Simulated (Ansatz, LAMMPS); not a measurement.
## Atom list for Li+ triflate in propylene carbonate and dimethoxyethane at 330 K (166 atoms)

This is the geometry as built. Method: Kohn-Sham DFT, PBE+D4, PAW (set soft_2), plane waves (Ansatz 0.2.0); cutoff 420 eV, Γ point, fixed occupations; density 1.12 g/cm³.

Extended XYZ; positions in Å, forces in eV/Å, q the Löwdin charge in e:

```xyz
166
Lattice="12.334 0.000 0.000 0.000 12.334 0.000 0.000 0.000 12.334" Properties=species:S:1:pos:R:3:charge:R:1:forces:R:3 pbc="T T T"
C 3.727 5.562 6.128 -0.25 -0.889 2.017 -0.505
O 4.749 6.484 5.821 -0.34 0.011 0.589 0.503
C 5.084 6.360 4.468 -0.06 -0.173 1.452 0.122
C 6.105 7.399 4.001 -0.05 -2.310 -0.124 1.616
O 6.336 7.137 2.660 -0.30 -0.549 -0.583 0.706
C 7.092 8.158 2.155 -0.21 1.814 -0.013 -2.036
H 3.424 5.750 7.115 0.23 -0.543 0.512 1.656
H 4.013 4.573 6.121 0.19 1.185 -2.632 -0.390
H 2.851 5.659 5.470 0.17 0.004 0.174 -0.116
H 4.190 6.419 3.861 0.16 -0.582 0.261 -0.513
H 5.451 5.392 4.362 0.18 1.122 -2.150 -0.773
H 6.951 7.338 4.662 0.16 1.294 -0.249 0.157
H 5.691 8.422 4.234 0.15 0.025 -0.353 -0.630
H 7.388 7.777 1.118 0.19 -0.028 0.940 0.958
H 7.993 8.331 2.781 0.16 0.051 -0.048 -0.344
H 6.555 9.106 2.109 0.17 -0.347 0.386 -0.221
C 10.428 10.140 0.820 -0.25 -0.224 1.167 -0.172
O 9.900 11.445 0.598 -0.35 -0.323 -0.615 0.675
C 9.017 11.711 1.721 -0.05 1.184 1.606 -1.675
C 8.682 0.838 1.486 -0.06 -0.740 0.505 1.223
O 7.711 1.279 2.402 -0.38 -1.822 0.690 1.556
C 7.447 2.752 2.505 -0.23 -1.610 -2.651 0.462
H 11.237 10.168 1.501 0.20 1.163 0.149 1.025
H 10.814 9.800 12.236 0.22 0.353 -0.795 -1.478
H 9.687 9.498 1.249 0.17 -0.759 -0.870 0.037
H 9.546 11.549 2.641 0.18 0.336 -0.045 0.803
H 8.208 11.015 1.651 0.17 -1.193 -0.376 0.082
H 8.360 1.009 0.489 0.19 -0.526 -0.140 -1.434
H 9.512 1.491 1.629 0.18 1.618 0.229 0.048
H 8.238 3.182 3.065 0.20 1.250 0.887 0.139
H 6.495 2.930 3.137 0.19 1.150 -0.698 -0.945
H 7.257 3.067 1.497 0.20 0.178 0.870 -0.466
C 7.651 11.789 5.312 -0.23 -1.259 -0.350 -0.039
O 7.752 11.566 6.742 -0.36 -1.183 -0.815 -1.961
C 7.037 10.325 6.865 -0.07 0.855 0.500 4.064
C 7.233 9.960 8.426 -0.07 0.399 -0.915 -2.330
O 6.702 10.981 9.276 -0.34 0.377 0.058 -1.724
C 7.032 10.659 10.601 -0.24 -0.043 -0.979 -0.356
H 8.143 0.347 5.089 0.23 1.052 1.573 -0.486
H 6.585 11.920 4.917 0.17 0.905 -0.294 0.742
H 8.105 10.933 4.791 0.18 0.091 0.106 -0.097
H 7.435 9.608 6.164 0.19 0.324 -0.781 0.003
H 5.992 10.448 6.716 0.20 -1.315 0.267 -0.529
H 8.365 9.922 8.546 0.16 -1.051 -0.453 0.257
H 6.698 8.968 8.575 0.18 0.733 0.767 0.281
H 6.524 11.321 11.236 0.24 -0.829 1.102 1.024
H 8.090 10.692 10.811 0.18 0.753 0.109 0.039
H 6.681 9.644 10.722 0.19 -0.169 -0.696 0.743
C 3.170 10.062 4.875 -0.21 -1.224 -1.014 0.876
O 3.521 10.145 6.261 -0.36 0.348 1.315 0.590
C 2.798 9.270 7.121 -0.07 -0.138 -0.433 -1.519
C 2.993 9.539 8.613 -0.06 1.336 -0.163 -1.447
O 2.868 8.314 9.289 -0.33 -1.300 0.348 0.462
C 1.458 8.063 9.412 -0.23 0.696 -1.030 2.251
H 3.695 10.857 4.346 0.21 0.570 -0.268 -0.188
H 2.081 10.309 4.719 0.18 0.737 -0.482 0.158
H 3.378 8.982 4.595 0.15 -0.109 1.057 -0.551
H 3.141 8.253 6.785 0.16 -0.423 0.179 0.862
H 1.732 9.390 6.922 0.16 -0.406 -0.188 -0.415
H 2.329 10.332 8.959 0.17 -0.279 0.042 0.268
H 4.014 9.866 8.727 0.20 0.755 0.344 0.359
H 0.924 8.034 8.495 0.19 -0.539 0.510 -1.228
H 0.975 8.731 10.191 0.17 0.343 -0.390 -0.794
H 1.415 7.025 9.764 0.20 -0.202 0.003 0.343
C 6.889 3.291 6.613 -0.21 -1.434 -0.847 -0.916
O 7.664 2.158 7.069 -0.34 0.346 1.303 -0.901
C 9.035 2.622 7.164 -0.07 0.039 -1.912 -1.348
C 9.903 1.396 7.389 -0.05 0.067 -1.554 -0.295
O 9.347 0.609 8.472 -0.37 -0.229 0.778 0.567
C 10.244 11.985 9.000 -0.24 -0.423 0.271 0.589
H 7.160 3.682 5.604 0.16 0.604 -0.467 0.142
H 7.035 4.145 7.289 0.19 -0.681 -0.152 0.254
H 5.818 2.906 6.410 0.18 1.379 0.828 1.022
H 9.124 3.270 7.994 0.21 0.142 1.099 1.113
H 9.338 3.131 6.213 0.19 -0.065 -0.230 0.494
H 10.949 1.619 7.583 0.20 0.300 0.604 0.390
H 9.989 0.667 6.539 0.16 -0.437 0.755 -0.024
H 11.055 0.120 9.550 0.19 0.468 0.184 -0.034
H 10.579 11.338 8.231 0.20 0.918 -0.673 -1.192
H 9.744 11.312 9.699 0.19 -0.491 0.270 0.293
C 10.339 5.615 0.051 -0.21 0.143 0.864 1.108
O 10.743 4.819 11.350 -0.34 -0.484 -0.390 -1.982
C 11.257 3.656 11.950 -0.08 1.017 1.222 -0.192
C 11.715 2.739 10.908 -0.03 -0.659 -1.941 0.856
O 0.612 3.079 10.431 -0.33 1.807 1.071 -1.236
C 0.593 4.434 9.905 -0.23 2.096 0.082 -0.060
H 9.752 4.915 0.728 0.15 0.075 1.396 0.113
H 9.799 6.505 11.999 0.19 -0.179 -0.461 0.227
H 11.305 5.966 0.493 0.17 -0.866 0.162 0.799
H 10.446 3.223 0.104 0.19 -1.494 -1.143 1.641
H 12.065 3.987 0.301 0.17 -0.079 -0.604 0.161
H 11.006 2.839 10.090 0.16 -0.771 -0.584 -0.386
H 11.729 1.679 11.379 0.17 0.118 1.269 -0.984
H 12.133 4.658 9.205 0.19 -0.846 -0.344 -0.150
H 1.524 4.529 9.273 0.19 -0.416 -0.025 0.839
H 0.554 5.199 10.727 0.17 0.279 -0.634 -0.681
C 1.911 12.056 11.199 -0.49 0.959 -0.651 0.968
C 2.044 0.607 0.049 0.10 0.583 0.876 -2.277
C 3.318 0.292 0.736 -0.06 1.186 -1.801 0.381
O 2.900 11.927 1.939 -0.27 -1.013 0.563 0.088
C 1.575 12.214 2.109 0.71 -0.915 -1.376 0.759
O 0.973 11.916 3.139 -0.42 0.691 0.483 -1.825
O 0.983 0.369 0.946 -0.26 0.536 -0.075 2.320
H 1.598 11.082 11.510 0.20 -0.012 -1.056 0.178
H 1.212 0.100 10.568 0.22 -2.369 1.017 -2.153
H 2.847 12.031 10.672 0.20 0.588 -0.191 -0.376
H 2.089 1.649 11.993 0.21 -0.463 -0.178 0.623
H 4.012 11.937 0.133 0.19 -0.822 1.001 0.898
H 3.803 1.175 1.048 0.23 1.097 1.005 0.336
C 4.269 0.859 7.125 -0.47 1.138 -1.190 0.052
C 2.961 1.545 6.954 0.11 -0.320 -0.605 1.371
C 2.157 1.403 8.212 -0.08 0.935 2.704 1.691
O 1.352 0.285 8.078 -0.26 -1.066 -1.206 -0.583
C 1.227 0.122 6.735 0.72 0.944 -2.237 -0.069
O 0.564 11.591 6.186 -0.46 -1.152 0.262 0.590
O 2.156 0.767 6.082 -0.23 -0.127 0.564 -1.637
H 5.003 1.403 7.748 0.19 -0.462 -0.012 -0.326
H 4.164 12.157 7.542 0.18 -0.306 0.775 0.083
H 4.686 0.615 6.156 0.19 0.492 0.308 -0.623
H 2.973 2.580 6.670 0.22 0.248 0.418 -0.449
H 2.902 1.411 9.006 0.20 -0.305 -0.746 0.716
H 1.505 2.239 8.441 0.20 -0.184 0.463 -0.169
C 4.466 4.628 1.379 -0.47 -0.608 0.674 0.100
C 3.699 5.222 0.152 0.10 1.585 -1.980 0.175
C 3.972 6.695 0.042 -0.08 -1.259 0.118 -2.045
O 3.030 7.297 0.919 -0.28 -0.825 -0.411 1.869
C 1.992 6.415 0.931 0.70 -0.169 -1.307 0.348
O 0.900 6.598 1.362 -0.39 -1.520 1.434 0.900
O 2.263 5.154 0.444 -0.29 1.703 1.561 -0.581
H 5.455 5.083 1.476 0.19 -0.010 0.031 -0.057
H 3.913 4.857 2.320 0.17 0.270 -0.116 -0.596
H 4.602 3.561 1.312 0.20 -0.106 -0.588 -0.156
H 3.936 4.647 11.522 0.21 -0.469 0.747 1.208
H 4.985 7.060 0.076 0.22 0.408 0.071 0.681
H 3.477 7.080 11.499 0.21 0.900 -0.167 -1.746
C 9.951 6.337 5.335 -0.47 -2.140 1.369 0.150
C 10.768 6.813 4.181 0.10 -0.042 -1.599 0.515
C 12.182 7.044 4.596 -0.08 1.377 0.069 0.098
O 0.083 8.465 4.495 -0.27 -1.301 0.455 0.020
C 11.220 9.027 4.092 0.72 2.589 0.635 0.630
O 11.054 10.227 3.994 -0.44 -0.290 0.124 0.201
O 10.338 8.120 3.815 -0.24 -2.099 -0.532 -1.382
H 10.371 5.461 5.770 0.23 0.329 -0.788 0.501
H 9.849 7.176 6.024 0.19 0.506 0.047 0.812
H 8.868 6.201 5.100 0.18 0.584 -0.490 -0.372
H 10.713 5.977 3.469 0.23 -0.114 0.925 -1.037
H 12.327 6.692 5.604 0.21 0.244 0.134 0.845
H 0.593 6.555 3.997 0.23 0.329 -0.330 -0.686
O 4.969 2.169 11.453 -0.79 -0.124 -0.373 0.900
S 5.676 2.538 10.244 2.33 -1.592 0.065 0.344
O 4.890 3.418 9.400 -0.78 -0.185 0.097 -1.150
O 6.379 1.404 9.651 -0.79 0.392 0.121 -0.476
C 6.940 3.684 10.821 0.63 2.529 -0.658 0.568
F 6.532 4.576 11.743 -0.21 -0.221 0.587 -1.013
F 7.669 4.235 9.802 -0.23 -0.965 0.667 0.291
F 7.874 2.947 11.483 -0.24 0.387 -0.493 0.395
O 11.461 3.757 3.966 -0.77 0.038 0.130 -0.638
S 0.090 2.914 4.651 2.30 -0.930 0.399 2.150
O 12.107 1.483 4.585 -0.81 -0.137 0.430 0.118
O 0.472 3.442 5.985 -0.79 -0.282 -0.702 -0.723
C 1.686 3.080 3.819 0.63 2.540 0.431 -0.763
F 2.005 4.376 3.637 -0.22 -0.593 0.880 0.169
F 1.797 2.540 2.598 -0.21 -0.533 -0.605 -0.292
F 2.750 2.597 4.552 -0.24 -0.727 0.003 -0.628
Li 7.396 0.298 8.379 0.75 -0.027 0.710 0.037
Li 11.906 11.946 4.520 0.76 0.508 -0.204 -0.208
```

The force components of 0.93 eV/Å r.m.s. hold both thermal displacement and the mismatch between the potential that made the cell and DFT, above all in bond lengths inside molecules. The network of contacts between molecules at the start is that of the classical potential that made the cell, and needn't be the one that DFT or experiment would give. The density was typed from a rule of thumb and may lie off the real one at this temperature. Only the Γ point is sampled, in a cell whose shortest periodic width is 12 Å. The Löwdin charges lack the electrons that the projection spills, 0.042 e an atom on average.

The r.m.s. force component is 0.928 eV/Å; the longest force, 4.18 eV/Å, acts on C35.

[Logs are printed without paths, hosts, clocks, repeated set-up lines and the standing remarks that a program may print on its own settings, such as how far it seeks lower states.]

[Hosts, paths, dates, database ids (printed as entryN), source tags and the programs' standing remarks are cut or masked in the printed files.]
